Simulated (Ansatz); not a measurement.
# (Si)2(Ge)1 [001] superlattice, started as zinc blende: from the cell to its phonons

Wanted: vibrations and spectra of (Si)2(Ge)1 [001] superlattice, started as zinc blende; the cell is already relaxed.

Program: Ansatz 0.2.0. Level of theory: DFT PBEsol, scalar-relativistic, plane waves, PAW. Results are calculated unless marked as measured.

The structure was built from a prototype and need not be the compound's stable phase.

In doubt: the program warns that the response may not be converged on this k-mesh (step 2), which bears on the force constants and all frequencies.

**1. The structure**

It takes space group Imma (No. 74, orthorhombic). Conventional cell: a = 3.893 Å, b = 3.896 Å, c = 16.509 Å, α = 90.00°, β = 90.00°, γ = 90.00°. Ge has 2 Si at 2.39 Å and 2 Ge at 2.43 Å nearest. Nearest to Si lie 2 Si at 2.36 Å and 2 Ge at 2.39 Å. Si has 4 Si at 2.36 to 2.37 Å nearest. Farther neighbours are not listed.

**2. Linear response at the zone centre**

The cell comes from relaxations at this level that are not shown. The zone centre is the only wavevector solved here; it holds the modes that light can see, as far as symmetry allows. The response to a homogeneous field gives the Born charges and the dielectric tensor.

Input file input.yaml:

```yaml
crystal:
  lattice:
    - [2.7524378957, 2.7524378957, 0.0]
    - [-2.7550210419, 2.7550210419, 0.0]
    - [2.7537294688, -0.0012915732, 8.2545836828]
  atoms:
    - { symbol: Ge, position: [0.6690792824, 0.3309207176, 0.6618414352] }
    - { symbol: Ge, position: [0.0809207176, 0.4190792824, 0.8381585648] }
    - { symbol: Si, position: [-0.0031594415, 0.0031594415, 0.006318883] }
    - { symbol: Si, position: [0.4157227088, 0.0842772912, 0.1685545824] }
    - { symbol: Si, position: [0.3342772912, 0.6657227088, 0.3314454176] }
    - { symbol: Si, position: [0.7531594415, 0.7468405585, 0.493681117] }
kpoints:
  mp_grid: { grid: [8, 8, 8] }
hamiltonian:
  xc: pbesol
scf:
  occupations: { method: fixed }
output:
  eigenvalues: true
phonons:
  method: dfpt
  dielectric: true
  rigid_motions: translations
```

Run with:

```
> ansatz run input.yaml --threads 4 --pin off --max-ram 14336MiB --backend cpu --events-out ev --progress --plain --runs-dir out
```

Numbers of over 12 decimals in the logs are rounded to 6 here.

Output:

```text
Warning: crystal.symmetry: narrowed to the stabiliser of the run's FFT grids — unitary ops 8 → 2. A phonons.method: dfpt run fills in the rows of the dynamical matrix that it does not solve by its symmetry operations, which is exact only for operations that map its FFT grids onto themselves: filled in by any other, the frequencies could depend on the order in which like atoms are typed, or, by more than the grids' own error, on where the crystal sits among the grids' points. Excluded: 6 operations. The run can therefore solve more perturbations, solve them on more k-points, or both, and cost more. [rest of the remark cut]
Engine: ansatz 0.2.0, aarch64-unknown-linux-gnu
Pseudopotentials: kind: paw
Pseudopotential: Ge, paw, valence charge 14, recommended cutoff 420 eV (normal), Ge.paw.azcp
Pseudopotential: Si, paw, valence charge 4, recommended cutoff 420 eV (normal), Si.paw.azcp
Functional definition: PBEsol
  exchange = pbesol_x
  correlation = pbesol_c
Crystal: 6 atoms, lattice volume = 125.189 Å³
Basis set: ecut = 420 eV, 2495 PW (Γ), exchange–correlation on 64×64×120 points (8 copies of the dense FFT grid, shifted against one another)
Bands: 28, of which v1, the nominal top of the filled ones, is band 22 counted from 1 (21 counted from 0)
Symmetry: 8 space group operations
k-points: 260 of 512 (irreducible under 1 space group operation, time reversal used)
Non-local potential: Ge, projectors of the file, l = 0: 2, l = 1: 2, l = 2: 3, l = 3: 1
Non-local potential: Si, projectors of the file, l = 0: 2, l = 1: 2, l = 2: 2
PAW form: soft (Blöchl's): semilocal exchange-correlation on the pseudo side does not see the compensation charge
PAW frozen core: Ge, regenerated for the run's functional, and the local potential with it (the file was generated under x = pbe(κ = 0.804, μ = 0.219515), c = pbe(β = 0.066725))
PAW frozen core: Si, regenerated for the run's functional, and the local potential with it (the file was generated under x = pbe(κ = 0.804, μ = 0.219515), c = pbe(β = 0.066725))
PAW one-centre angular grid: Ge, 590 points (default); XC on 64 Gauss nodes
PAW one-centre angular grid: Si, 110 points (default); XC on 64 Gauss nodes
Initial density: superposition of atomic densities (neutral atoms: chi_scale 0, normalization atom), corrected by the library's trained network
Initial wavefunctions: pseudopotential atomic-orbital guess
Functional: x = pbesol(κ = 0.804, μ = 0.123457), c = pbesol(β = 0.046)
SCF iter   1: F=—  HF=-10992.905753 eV  |F-HF|=—  |Δ(HF+E_count)|=         —  Δρ=2.97e-3  dr2=3.17e-2  ethr=1.77e-3  ⟨swp⟩=4.7  Hψ=28673  notcnv=0  defer=996
preconditioner: auto → Resta (q_TF=auto, 2.292 Å⁻¹)  ε∞=5.1  [insulator: Δε(μ)=0.376 eV  Ē_g=7.985 eV  n_scr=26 (ndim 8)  ℏωp=16.3 eV  f_vac=0.000  ε∞_Penn≈5.1]
SCF iter   2: F=—  HF=-10992.899550 eV  |F-HF|=—  |Δ(HF+E_count)|=   6.20e-3  Δρ=1.64e-3  dr2=5.51e-3  ethr=7.20e-5  ⟨swp⟩=2.0  Hψ=9761  notcnv=0  defer=1037
SCF iter   3: F=—  HF=-10992.898811 eV  |F-HF|=—  |Δ(HF+E_count)|=   7.38e-4  Δρ=5.24e-4  dr2=4.57e-4  ethr=1.25e-5  ⟨swp⟩=2.1  Hψ=13133  notcnv=0  defer=1038
SCF iter   4: F=—  HF=-10992.898733 eV  |F-HF|=—  |Δ(HF+E_count)|=   7.83e-5  Δρ=2.35e-4  dr2=1.08e-4  ethr=1.04e-6  ⟨swp⟩=2.0  Hψ=12943  notcnv=0  defer=1038
SCF iter   5: F=—  HF=-10992.898728 eV  |F-HF|=—  |Δ(HF+E_count)|=   4.74e-6  Δρ=7.66e-5  dr2=7.49e-6  ethr=2.45e-7  ⟨swp⟩=2.0  Hψ=12596  notcnv=0  defer=770
SCF iter   6: F=—  HF=-10992.898736 eV  |F-HF|=—  |Δ(HF+E_count)|=   7.73e-6  Δρ=2.07e-5  dr2=3.37e-7  ethr=1.70e-8  ⟨swp⟩=2.0  Hψ=12596  notcnv=0  defer=443
SCF iter   7: F=—  HF=-10992.898736 eV  |F-HF|=—  |Δ(HF+E_count)|=   1.38e-7  Δρ=1.94e-6  dr2=4.29e-9  ethr=7.67e-10  ⟨swp⟩=2.0  Hψ=12582  notcnv=0  defer=408
SCF iter   8: F=—  HF=-10992.898736 eV  |F-HF|=—  |Δ(HF+E_count)|=   3.94e-9  Δρ=4.53e-7  dr2=2.61e-10  ethr=9.74e-12  ⟨swp⟩=2.0  Hψ=12565  notcnv=0  defer=408
SCF iter   9: F=-10992.898736 eV  HF=-10992.898736 eV  |F-HF|=1.09e-11  |Δ(HF+E_count)|=  1.16e-10  Δρ=6.94e-8  dr2=9.68e-12  ethr=1.00e-12  ⟨swp⟩=12.8  Hψ=48014  notcnv=0
SCF 1 converged in 9 iterations: F = -10992.898736 eV  dr2 = 9.68e-12
  greatest PAW one-centre occupation: 0.998 electrons in one spin orbital (limit 2), on the Ge atom at site 1 (counted from 0), in its partial waves of l = 2
NSCF: frozen V_eff on 247 k-points
DFPT response loops at Γ: preconditioner auto → Resta (q_TF=auto, 2.292 Å⁻¹)  ε∞=12.7 (no band partly filled); β = 1.00, the filter's whole step (`scf.mixing.beta` (0.50) is not read by the response loops at its default; to damp them type it under 1.00, their step now; it binds the ground state too); Broyden in place of MSR1
── the response to a field inside a basis, on 14×14×8 k-points: an SCF that follows is theirs, and a resumed run solves both again ──
Bands: 23, of which v1, the nominal top of the filled ones, is band 22 counted from 1 (21 counted from 0)
k-points: 784 of 1568 (irreducible under 2 space group operations)
Initial density: handed on by an earlier stage of this run
Initial wavefunctions: pseudopotential atomic-orbital guess (no wavefunctions were taken with the density)
Eigensolver: Dense (784 Hₖ)
SCF iter   1: F=—  HF=-10992.879231 eV  |F-HF|=—  |Δ(HF+E_count)|=         —  Δρ=1.69e-4  dr2=2.28e-5  ethr=1.00e-1
preconditioner: auto → Resta (q_TF=auto, 2.292 Å⁻¹)  ε∞=6.8  [insulator: Δε(μ)=0.519 eV  Ē_g=6.753 eV  n_scr=26 (ndim 8)  ℏωp=16.3 eV  f_vac=0.000  ε∞_Penn≈6.8]
SCF iter   2: F=—  HF=-10992.879229 eV  |F-HF|=—  |Δ(HF+E_count)|=   1.44e-6  Δρ=1.09e-4  dr2=9.51e-6  ethr=5.18e-8
SCF iter   3: F=—  HF=-10992.879230 eV  |F-HF|=—  |Δ(HF+E_count)|=   6.96e-7  Δρ=2.68e-5  dr2=8.26e-7  ethr=2.16e-8
SCF iter   4: F=-10992.879230 eV  HF=-10992.879230 eV  |F-HF|=4.54e-8  |Δ(HF+E_count)|=   2.86e-7  Δρ=6.25e-6  dr2=6.84e-8  ethr=1.88e-9
SCF 1 converged in 4 iterations: F = -10992.879230 eV  dr2 = 6.84e-8
DFPT response loops at Γ: preconditioner auto → Resta (q_TF=auto, 2.292 Å⁻¹)  ε∞=10.8 (no band partly filled); β = 1.00, the filter's whole step (`scf.mixing.beta` (0.50) is not read by the response loops at its default; to damp them type it under 1.00, their step now; it binds the ground state too); Broyden in place of MSR1
WARN: field response: inside a basis, on 14×14×8 points, no mesh in reach settles it: take ε∞, Z* and everything formed from them with what they may err, as stated (eps_inf_uncertainty, zstar_uncertainty_e), and compare with field_mesh: kpoints on a denser kpoints.mp_grid
WARN: field response: ε∞ stands inside a basis, on 14×14×8 points; the force constants stand on the 8×8×8 k-mesh, whose period is 9.42 times the interband length at k = (0.0000, 0.3750, 0.2500), direct gap 1.766 eV, under 14: take them and everything formed from them as unconverged, and compare with a denser kpoints.mp_grid
SCF converged after 9 iterations
Free energy (F): -10992.898736 eV
Harris-Foulkes:  -10992.898736 eV  (|F-HF|=1.09e-11)
Internal energy: -10992.898736 eV  (E = F + TS)
E sigma→0 (E₀):  -10992.898736 eV
Fermi energy:    7.051764 eV
--- Per-component energies (eV) ---
  E_band       = -304.378688
  E_kinetic    = 384.197644
  E_local      = -6558.754457  (includes V_loc(G=0)·N_el)
  E_nonlocal   = 945.112480
  E_hartree    = 2939.926092
  E_xc         = -368.650964
  E_vxc        = -316.821733  (∫ρ·V_xc dr)
  E_paw        = -5954.697698  (= ΣΔE_a)
  E_vpaw       = -637.965323  (= ΣTr[D̂ρ^β])
  E_aug_tail   = 0.000629  (compensation charges beyond the density's cutoff)
  E_ewald      = -2381.994578
  E_core_change = 1.962115  (= ΣΔE_core)
  E_smearing   = -0.000000  (= −TS)
  E_closure    = 0.000000  (closes the sum)
  Σ components = -10992.898736   (vs F -10992.898736, Δ=0.00e0)
--- Band table (eV; the first three rows and the last of 260) ---
  k-point 0: bands = [... 18 lower, 4.6472, 6.9716, 7.0083, 7.0518, 7.4751, 7.6269, 8.8350, 8.9904, ... 2 higher]
  k-point 1: bands = [... 18 lower, 4.7857, 6.7027, 6.8760, 6.9193, 7.4409, 7.7088, 8.5100, 9.3603, ... 2 higher]
  k-point 2: bands = [... 18 lower, 5.0543, 6.1132, 6.5574, 6.6036, 7.4212, 7.8118, 8.2567, 9.3022, ... 2 higher]
  k-point 259: bands = [... 18 lower, 3.3064, 3.3064, 4.0645, 4.0645, 7.6132, 7.6132, 9.5661, 9.5661, ... 2 higher]
--- Phonons (Γ-DFPT): 9 representative perturbations + reference, on 260 of 512 k-points (Σ response iterations 28) ---
  ASR residual: 3.130e-5 → 0.000e0 eV/Å²; symmetrization residual: 8.027e-6 eV/Å²
  The last average, over the group as it would stand without the narrowing to the FFT grids, took up to 1.729e-5 eV/Å² of the zone centre's force constants
  ASR residual per site (eV/Å²): 3.13e-5 3.13e-5 2.81e-5 1.01e-5 1.01e-5 2.81e-5
  Γ frequencies (cm⁻¹): 0.00 0.00 0.00 91.79 94.64 121.00 129.60 234.41 239.45 279.17 356.00 382.23 390.99 438.65 454.04 473.43 482.49 490.34
  ε∞ (high-frequency dielectric tensor):
       14.558490    -0.000754    -0.000000
       -0.000754    14.558490    -0.000000
       -0.000000    -0.000000    14.572242
  ε⁰ (static dielectric tensor: ions relaxed, cell fixed):
       14.598437     0.025836     0.000000
        0.025836    14.598437     0.000000
        0.000000     0.000000    14.576832
  ε⁰ − ε∞ (ionic part):
        0.039947     0.026590     0.000000
        0.026590     0.039947     0.000000
        0.000000     0.000000     0.004590
  softest optical mode at Γ: 91.79 cm⁻¹; the repairs (sum rule, projections) moved no ω² at Γ by more than (2.17 cm⁻¹)²
  Born effective charges Z* (e; rows j = field, columns β = displacement):
    site 0:
         0.06570    0.09089    0.00000
         0.09089    0.06570   -0.00000
         0.00000   -0.00000    0.09588
    site 1:
         0.06570    0.09089    0.00000
         0.09089    0.06570   -0.00000
         0.00000   -0.00000    0.09588
    site 2:
        -0.00765   -0.10885   -0.00000
        -0.10885   -0.00765    0.00000
        -0.00000    0.00000   -0.02721
    site 3:
        -0.05805    0.01797    0.00000
         0.01797   -0.05805    0.00000
         0.00000    0.00000   -0.06867
    site 4:
        -0.05805    0.01797    0.00000
         0.01797   -0.05805    0.00000
         0.00000    0.00000   -0.06867
    site 5:
[...]
Z* charge neutrality: 2.310e-2 e pre-enforcement
  solved inside a basis spanned on kpoints, on 14×14×8 k-points, which do not settle them: ε∞ is read to err by 2.3e-1, Z* by 2.1e-2 e (field_mesh: kpoints solves on kpoints); Z* is corrected for what the basis lacks
  optical modes at Γ without the LO–TO term, one row a degenerate level:
      ω (cm⁻¹)  modes    IR ((D/Å)²/amu)
[...]
optical modes at Γ + LO–TO along q̂ = [1.0000, 0.0000, 0.0000]:
      ω (cm⁻¹)  modes    IR ((D/Å)²/amu)
[...]
optical modes at Γ + LO–TO along q̂ = [0.0000, 1.0000, 0.0000]:
      ω (cm⁻¹)  modes    IR ((D/Å)²/amu)
[...]
optical modes at Γ + LO–TO along q̂ = [0.0000, 0.0000, 1.0000]:
      ω (cm⁻¹)  modes    IR ((D/Å)²/amu)
[...]
356.00      1             0.0000
        382.23      1             0.0169
        390.99      1             0.0000
        438.65      1             0.0000
        454.04      1             0.0058
        473.43      1             0.0000
        482.49      1             0.0000
        490.34      1             0.0000
```

Elapsed: 12 min, on 4 threads of Arm Neoverse V2, shared host; peak memory 6.3 GiB.

The column dr2 measures how far the density is from self-consistency, as an energy; F and HF (Harris–Foulkes) agree once it is small.

This step gave:

```
gap on the k-mesh                                       : 0.3694 eV
volume per atom                                         : 20.86 Å³
sum-rule residual before enforcement                    : 3.13e-5 eV/Å²
miss of the charge sum rule                             : 0.02310 e
estimated error of the dielectric tensor                : 0.2287
estimated error of the Born charges                     : 0.02068 e
point group                                             : mmm
highest optical mode at the zone centre (no LO-TO term) : 490.3 cm⁻¹
lowest optical zone-centre mode                         : 91.79 cm⁻¹
mean high-frequency dielectric constant                 : 14.56
largest Born charge (third of the trace)                : 0.07577 e
mean static dielectric constant                         : 14.59
top of the zone-centre spectrum with the field          : 490.3 cm⁻¹
```

Without the LO-TO term. Patterns of degenerate modes are one choice out of their space. The modes at Γ (shares of kinetic energy by element, %):

| mode | frequency (cm⁻¹) | symmetry | Ge % | Si % |
| --- | --- | --- | --- | --- |
| 1 | 0.0 | acoustic | 56 | 44 |
| 2 | 0.0 | acoustic | 56 | 44 |
| 3 | 0.0 | acoustic | 56 | 44 |
| 4 | 91.8 | B3g | 74 | 26 |
| 5 | 94.6 | B3u | 44 | 56 |
| 6 | 121.0 | B2u | 20 | 80 |
| 7 | 129.6 | B2g | 1 | 99 |
| 8 | 234.4 | B1u | 39 | 61 |
| 9 | 239.4 | Ag | 74 | 26 |
| 10 | 279.2 | B2g | 99 | 1 |
| 11 | 356.0 | Ag | 25 | 75 |
| 12 | 382.2 | B2u | 24 | 76 |
| 13 | 391.0 | B3g | 25 | 75 |
| 14 | 438.6 | B1u | 4 | 96 |
| 15 | 454.0 | B3u | 0 | 100 |
| 16 | 473.4 | B3g | 2 | 98 |
| 17 | 482.5 | Ag | 1 | 99 |
| 18 | 490.3 | B2g | 1 | 99 |

Displacements in mode 4 (91.8 cm⁻¹), the largest set to 1:
```
Ge1  1.00 -1.00  0.00
Ge2 -1.00  1.00  0.00
Si3 -0.96  0.96  0.00
Si4 -0.05  0.05  0.00
Si5  0.05 -0.05  0.00
Si6  0.96 -0.96  0.00
```

Displacements in mode 18 (490.3 cm⁻¹), the largest set to 1:
```
Ge1 -0.06 -0.06  0.00
Ge2  0.06  0.06  0.00
Si3 -0.95 -0.95  0.00
Si4  1.00  1.00  0.00
Si5 -1.00 -1.00  0.00
Si6  0.95  0.95  0.00
```

High-frequency dielectric tensor, which the program warns is not settled by the k meshes in reach. Tensor:

|  | x | y | z |
| --- | --- | --- | --- |
| x | 14.56 | -0.001 | 0 |
| y | -0.001 | 14.56 | 0 |
| z | 0 | 0 | 14.57 |

Static dielectric tensor, which the program warns is not settled by the k meshes in reach. Tensor:

|  | x | y | z |
| --- | --- | --- | --- |
| x | 14.6 | 0.026 | 0 |
| y | 0.026 | 14.6 | 0 |
| z | 0 | 0 | 14.58 |

Optical modes at the zone centre, without and with the macroscopic field of the longitudinal modes; each column is sorted by frequency, so a row need not hold one and the same mode. Modes with and without the field, by row:

| rank among optical modes | no field (cm⁻¹) | q along (1, 0, 0) (cm⁻¹) | q along (0, 0, 1) (cm⁻¹) |
| --- | --- | --- | --- |
| 1 | 91.8 | 91.8 | 91.8 |
| 2 | 94.6 | 94.7 | 94.6 |
| 3 | 121 | 121 | 121 |
| 4 | 129.6 | 129.6 | 129.6 |
| 5 | 234.4 | 234.4 | 234.4 |
| 6 | 239.4 | 239.4 | 239.4 |
| 7 | 279.2 | 279.2 | 279.2 |
| 8 | 356 | 356 | 356 |
| 9 | 382.2 | 382.2 | 382.2 |
| 10 | 391 | 391 | 391 |
| 11 | 438.6 | 438.6 | 438.6 |
| 12 | 454 | 454 | 454 |
| 13 | 473.4 | 473.4 | 473.4 |
| 14 | 482.5 | 482.5 | 482.5 |
| 15 | 490.3 | 490.3 | 490.3 |

Born charge (rows field, columns displacement) (e), principal values of the symmetric part by kind of site:

| atom | atoms with these values | low | middle | high | mean |
| --- | --- | --- | --- | --- | --- |
| Ge1 | 2 | -0.0252 | 0.0959 | 0.1566 | 0.0758 |
| Si3 | 2 | -0.1166 | -0.0272 | 0.1012 | -0.0142 |
| Si4 | 2 | -0.0761 | -0.0687 | -0.0401 | -0.0616 |

In full for Ge1:

```
0.0657 0.0909 0.0000
0.0909 0.0657 0.0000
0.0000 0.0000 0.0959
```

Transverse modes. Lines of the infrared spectrum (strongest = 100):

| position (cm⁻¹) | label | relative intensity |
| --- | --- | --- |
| 92 | B3g | 0.0 |
| 95 | B3u | 100 |
| 121 | B2u | 28 |
| 130 | B2g | 0.0 |
| 234 | B1u | 43 |
| 239 | Ag | 0.0 |
| 279 | B2g | 0.0 |
| 356 | Ag | 0.0 |
| 382 | B2u | 49 |
| 391 | B3g | 0.0 |
| 439 | B1u | 0.0 |
| 454 | B3u | 17 |
| 473 | B3g | 0.0 |
| 482 | Ag | 0.0 |
| 490 | B2g | 0.0 |

Before it was imposed, the acoustic sum rule was missed by 3.1e-5 eV/Å² and the charge sum rule by 0.023 e. Small misses are needed for a sound result but don't prove that mesh and cutoff are converged. The lowest optical mode is real, 91.8 cm⁻¹.

The log warns of the k mesh: “the force constants stand on the 8×8×8 k-mesh, whose period is 9.42 times the interband length at k = (0.0000, 0.3750, 0.2500), direct gap 1.766 eV, under 14: take them and everything formed from them as unconverged”.

**3. Isotope substitution, element Ge, natural mass 72.63 amu**

An isotope changes the mass and not the force constants, so no new electronic calculation is needed; the shifts show which modes move this element.

The same force constants with the mass of Ge changed from 72.630 to 75.921 u (phonopy, no LO-TO term). Both lists are sorted by frequency; levels can cross, so a row need not hold one and the same mode. Modes under 3 cm⁻¹ are left out. Isotope shifts, by row:

| q | rank | natural mass (cm⁻¹) | changed mass (cm⁻¹) |
| --- | --- | --- | --- |
| 0 0 0 | 4 | 91.79 | 90.3 |
| 0 0 0 | 5 | 94.64 | 93.74 |
| 0 0 0 | 6 | 121 | 120.5 |
| 0 0 0 | 7 | 129.6 | 129.6 |
| 0 0 0 | 8 | 234.4 | 232.4 |
| 0 0 0 | 9 | 239.4 | 235.5 |
| 0 0 0 | 10 | 279.2 | 273.1 |
| 0 0 0 | 11 | 356 | 354.1 |
| 0 0 0 | 12 | 382.2 | 380.2 |
| 0 0 0 | 13 | 391 | 388.9 |
| 0 0 0 | 14 | 438.6 | 438.3 |
| 0 0 0 | 15 | 454 | 454 |
| 0 0 0 | 16 | 473.4 | 473.2 |
| 0 0 0 | 17 | 482.5 | 482.4 |
| 0 0 0 | 18 | 490.3 | 490.3 |

A mode of this element alone would shift by -2.19 %. The highest zone-centre frequency without the field goes from 490.3 to 490.3 cm⁻¹ (-0.0 %). The product of the frequency ratios over all optical modes at Γ is 0.909; the product rule, (m/m′)^(3k/2) (M′/M)^(3/2) with k = 2 such atoms and M the mass of the cell, gives 0.909.

**4. Isotope substitution, element Si, natural mass 28.085 amu**

The same for Si, from 28.09 to 29.97 u.

The same force constants with the mass of Si changed from 28.085 to 29.974 u (phonopy, no LO-TO term). Both lists are sorted by frequency; levels can cross, so a row need not hold one and the same mode. Modes under 3 cm⁻¹ are left out. Isotope shifts, by row:

| q | rank | natural mass (cm⁻¹) | changed mass (cm⁻¹) |
| --- | --- | --- | --- |
| 0 0 0 | 4 | 91.79 | 90.98 |
| 0 0 0 | 5 | 94.64 | 92.94 |
| 0 0 0 | 6 | 121 | 117.9 |
| 0 0 0 | 7 | 129.6 | 125.5 |
| 0 0 0 | 8 | 234.4 | 229.9 |
| 0 0 0 | 9 | 239.4 | 237.3 |
| 0 0 0 | 10 | 279.2 | 279.1 |
| 0 0 0 | 11 | 356 | 347.7 |
| 0 0 0 | 12 | 382.2 | 373 |
| 0 0 0 | 13 | 391 | 381.6 |
| 0 0 0 | 14 | 438.6 | 425.2 |
| 0 0 0 | 15 | 454 | 439.5 |
| 0 0 0 | 16 | 473.4 | 458.6 |
| 0 0 0 | 17 | 482.5 | 467.1 |
| 0 0 0 | 18 | 490.3 | 474.7 |

A mode of this element alone would shift by -3.20 %. The highest zone-centre frequency without the field goes from 490.3 to 474.7 cm⁻¹ (-3.2 %). The product of the frequency ratios over all optical modes at Γ is 0.707; the product rule, (m/m′)^(3k/2) (M′/M)^(3/2) with k = 4 such atoms and M the mass of the cell, gives 0.707.

**5. Results**

```json
{
  "space group (within 0.01 Å)": "Imma",
  "volume per atom": "20.9 Å³",
  "gap on the k-mesh": "0.369 eV",
  "highest optical mode at the zone centre (no LO-TO term)": "490 cm⁻¹",
  "top of the zone-centre spectrum with the field": "490 cm⁻¹",
  "lowest optical zone-centre mode": "91.8 cm⁻¹",
  "mean high-frequency dielectric constant": "14.6",
  "mean static dielectric constant": "14.6",
  "largest Born charge (third of the trace)": "0.0758 e",
  "imaginary modes at Γ (the only wavevector solved)": "none"
}
```

What this shows: The structure is stable against zone-centre distortions, since no mode there is imaginary; other wavevectors were not solved, so zone-boundary instabilities are untested. Without the field, the optical modes at Γ span 92 to 490 cm⁻¹. No dispersion was computed. The highest mode in this list at Γ, 490.3 cm⁻¹, is mostly motion of Si (99 % of the kinetic energy). The macroscopic field leaves the top of the zone-centre spectrum where it is. Lattice motion adds next to nothing to the dielectric constant. With the field response the log warns that the k mesh is coarse for the force constants too, so the frequencies may not be converged. In this run the field response is not settled by the k meshes in reach, so its dielectric tensor, Born charges and longitudinal modes are rough. The starting cell was built on a prototype and not taken from a measurement, so the phase need not exist. These are harmonic frequencies at zero temperature: anharmonic shifts, linewidths and thermal expansion are left out.

[Logs are printed without paths, hosts, clocks, repeated set-up lines and the standing remarks that a program may print on its own settings, such as how far it seeks lower states.]

[Hosts, paths, dates, database ids (printed as entryN), source tags and the programs' standing remarks are cut or masked in the printed files.]
